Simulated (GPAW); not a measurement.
# A Pd chain with CO on top of one atom: relaxation, then transmission at several levels, part 3 of 3

Aim: the conductance of a Pd chain with CO on top of one atom after relaxation, and whether geometry, basis or functional moves it most.

GPAW 26.7.0; GPAW LCAO, PAW setups; relaxation of the junction within the symmetry of its start, lead ends held (the session's first sound run).

So far, transmission at the Fermi level (one spin): step 3 (double-zeta polarised basis, PBE, GPAW) 0.440; step 4 (basis szp(dzp), PBE, GPAW) 0.188; step 5 (basis sz(dzp), PBE, GPAW) 0.228; step 6 (LDA) 0.489; step 7 (the structure as built: geometry = "as built", PBE, GPAW) 2.19.

**9. Comparison (continued)**

Table of transmission, zone mean, sum over the listed spins by energy, zero at the Fermi level:

```
energy (eV)     dzp     szp      sz  dzp-LDA  asbuilt
     -2.000  0.0339  0.0121  0.0110   0.0211     1.64
     -1.900  0.0344  0.0252  0.0203   0.0884     1.43
     -1.800  0.0234  0.0752  0.0534   0.0273     1.51
     -1.700  0.0411   0.385   0.233   0.0412     1.57
     -1.600   0.112   0.856   0.996   0.0940     1.63
     -1.500   0.572   0.327   0.443    0.355     1.70
     -1.450   0.998   0.251   0.331    0.780     1.73
     -1.400   0.648   0.218   0.285    0.960     1.77
     -1.300   0.251   0.206   0.271    0.365     1.85
     -1.200   0.192   0.231   0.307    0.228     1.92
     -1.100   0.221   0.305   0.385    0.232     1.99
     -1.000   0.343   0.432   0.488    0.349     2.03
     -0.900   0.535   0.512   0.532    0.522     2.07
     -0.800   0.689   0.669   0.618    0.683     2.08
     -0.700    1.07    1.91    1.31    0.991     2.09
     -0.675    1.29    2.15    1.97     1.17     2.10
     -0.650    1.65    1.71    2.03     1.42     2.10
     -0.625    2.12    2.17    1.60     1.78     2.09
     -0.600    2.03   0.337    2.08     2.18     2.08
     -0.500    1.81   0.561   0.348     1.87     2.16
     -0.475   0.215    1.69   0.451     2.02     2.03
     -0.400   0.624   0.145   0.306    0.505     2.17
     -0.375    1.85  0.0695  0.0979    0.593     2.19
     -0.300   0.395  0.0262  0.0709    0.519     2.25
     -0.200   0.364   0.120   0.157    0.417     2.31
     -0.100   0.407   0.164   0.201    0.460     2.33
      0.000   0.440   0.188   0.228    0.489     2.19
      0.100   0.435   0.166   0.200    0.482     1.48
      0.200   0.436   0.220   0.262    0.495    0.774
      0.300   0.501   0.283   0.334    0.569    0.712
      0.400   0.572   0.360   0.426    0.645    0.693
      0.500   0.647   0.453   0.537    0.719    0.686
      0.600   0.718   0.559   0.663    0.785    0.677
      0.700   0.780   0.671   0.787    0.840    0.659
      0.800   0.833   0.777   0.892    0.885    0.625
      0.900   0.876   0.867   0.963    0.920    0.568
      1.000   0.909   0.933   0.995    0.946    0.480
      1.100   0.934   0.974   0.995    0.964    0.357
      1.200   0.950   0.993   0.974    0.976    0.212
      1.300   0.959   0.998   0.945    0.980   0.0798
      1.350   0.961   0.997   0.931    0.985   0.0345
      1.400   0.959   0.994   0.917    0.986  0.00804
      1.500   0.950   0.988   0.896    0.984  0.00716
      1.600   0.915   0.984   0.886    0.972   0.0477
      1.700   0.809   0.986   0.890    0.929   0.0959
      1.800   0.509   0.993   0.914    0.768    0.133
      1.900  0.0669   0.997   0.956    0.300    0.155
      2.000  0.0478   0.942   0.997  0.00148    0.160
```

**10. Other settings**

One more run, with changed settings.

This step: GPAW LCAO, PAW setups; Landauer transmission from Green's functions with principal layers (ASE), zero bias (GPAW 26.7.0).

The input, run.py:

```python
import json
import numpy as np
from ase import Atoms
from ase.transport.calculators import TransportCalculator
from gpaw import GPAW, FermiDirac
from gpaw.lcao.tools import get_lcao_hamiltonian
from scipy.linalg import eigh

# The junction with lead layers at both ends, along the third cell vector
device = Atoms(
    ['Pd', 'Pd', 'Pd', 'Pd', 'Pd', 'Pd', 'Pd', 'Pd', 'Pd', 'C', 'O', 'Pd', 'Pd', 'Pd', 'Pd', 'Pd', 'Pd', 'Pd', 'Pd'],
    positions=[
        [4.50000, 4.50000, 1.25000],
        [4.50000, 4.50000, 3.75000],
        [4.50000, 4.50000, 6.25000],
        [4.50000, 4.50000, 8.75000],
        [4.50000, 4.50000, 11.25000],
        [4.50000, 4.50000, 13.75000],
        [4.50000, 4.50000, 16.25000],
        [5.32385, 4.50000, 18.90159],
        [3.95561, 4.50000, 21.25000],
        [5.83993, 4.50000, 21.25000],
        [7.03353, 4.50000, 21.25000],
        [5.32385, 4.50000, 23.59841],
        [4.50000, 4.50000, 26.25000],
        [4.50000, 4.50000, 28.75000],
        [4.50000, 4.50000, 31.25000],
        [4.50000, 4.50000, 33.75000],
        [4.50000, 4.50000, 36.25000],
        [4.50000, 4.50000, 38.75000],
        [4.50000, 4.50000, 41.25000]],
    cell=[[9.0, 0.0, 0.0], [0.0, 9.0, 0.0], [0.0, 0.0, 42.5]],
    pbc=True)

# One principal layer of the lead: the first 5 atoms of the device
lead = Atoms(
    ['Pd', 'Pd', 'Pd', 'Pd', 'Pd'],
    positions=[
        [4.50000, 4.50000, 1.25000],
        [4.50000, 4.50000, 3.75000],
        [4.50000, 4.50000, 6.25000],
        [4.50000, 4.50000, 8.75000],
        [4.50000, 4.50000, 11.25000]],
    cell=[[9.0, 0.0, 0.0], [0.0, 9.0, 0.0], [0.0, 0.0, 12.5]],
    pbc=True)

settings = dict(mode='lcao', basis='tzp', xc='PBE', h=0.18,
                occupations=FermiDirac(0.1), maxiter=75,
                mixer=dict(beta=0.1, nmaxold=8, weight=100.0),
                convergence=dict(density=0.0001))
energies = np.arange(-2, 2 + 1e-9, 0.025)
eta = 0.0001
n1, n2 = 1, 1
# k and -k transmit alike, so half of the mesh across the current serves
mesh = [(i, j) for i in range(n1) for j in range(n2) if (i, j) <= (-i % n1, -j % n2)]
weights = np.array([1 if (i, j) == (-i % n1, -j % n2) else 2 for i, j in mesh]) / (n1 * n2)

# [... helper functions left out ...]
fermi_lead = ground_state(lead, (1, 1, 9), 'lead.txt')
fermi_device = ground_state(device, (1, 1, 2), 'device.txt')
# [... loop over the mesh left out, but for ...]
        # Shift the lead onto the potential of the device's first layer
        shift = ((H[:, 0, 0] - H0[:, 0, 0]) / S0[0, 0]).real.mean()
# [...]
kT = 8.617333e-5 * 300
bias = [0.1, 0.2, 0.5, 1.0, 1.5, 2.0]
# [... integrals and printing left out ...]
```

Run with:

```bash
OMP_NUM_THREADS=1 OPENBLAS_NUM_THREADS=1 python run.py
```

The log of the run:

```text
FileNotFoundError: Could not find required basis set file "Pd.tzp.basis".
```

Elapsed: 0.65 s, on 1 thread of Arm Neoverse V2, shared host; peak memory 0.1 GiB.

The program refused the input before any cycle.

The program's message: “FileNotFoundError: Could not find required basis set file "Pd.tzp.basis".”

The change that led to it: basis = "tzp".

**11. Summary of results**

* conductance: 0.436 G₀
* transmission at the Fermi level, mean of the spins: 0.440

In words: In the dzp basis the junction conducts 0.436 G₀ at 300 K, with T = 0.440 a spin at the Fermi level; no smaller basis tried comes within 10 % of that conductance. Relaxation moved atoms by up to 0.84 Å and took the conductance from 2.13 to 0.436 G₀, as a ratio a larger change than the step from dzp to the minimal basis. At the Fermi level the three most open eigenchannels pass 0.37, 0.055 and 0.0097. Measured against the first run (dzp), the nearest curve is that of dzp-LDA (r.m.s. 0.23) and the farthest that of asbuilt (1.1). Over the compared runs wall time goes from 198 s (sz) to 447 s (asbuilt), on a shared host. The leads kept an estimated spacing and the cell its length, so the junction may be under some tension or compression. The geometry comes from the orbital basis, which tends to overbind, and kept the symmetry of the start, so a structure of lower symmetry may lie lower. The run had no spin polarisation, so a magnetic state, which chains and small molecules with open shells often have, wasn't tested. An evenly spaced straight chain is an idealisation: free chains tend to dimerise, zigzag or, where a band edge lies near the Fermi level, turn magnetic. The currents use the zero-bias T(E) throughout, which holds only while the bias is small against the distance to the nearest feature. The thermopower isn't quoted: it samples T(E) farther from the Fermi level than the conductance does, and the energy grid wasn't tested for it.

[Logs are printed without paths, hosts, clocks, repeated set-up lines and the standing remarks that a program may print on its own settings, such as how far it seeks lower states.]

[Hosts, paths, dates, database ids (printed as entryN), source tags and the programs' standing remarks are cut or masked in the printed files.]
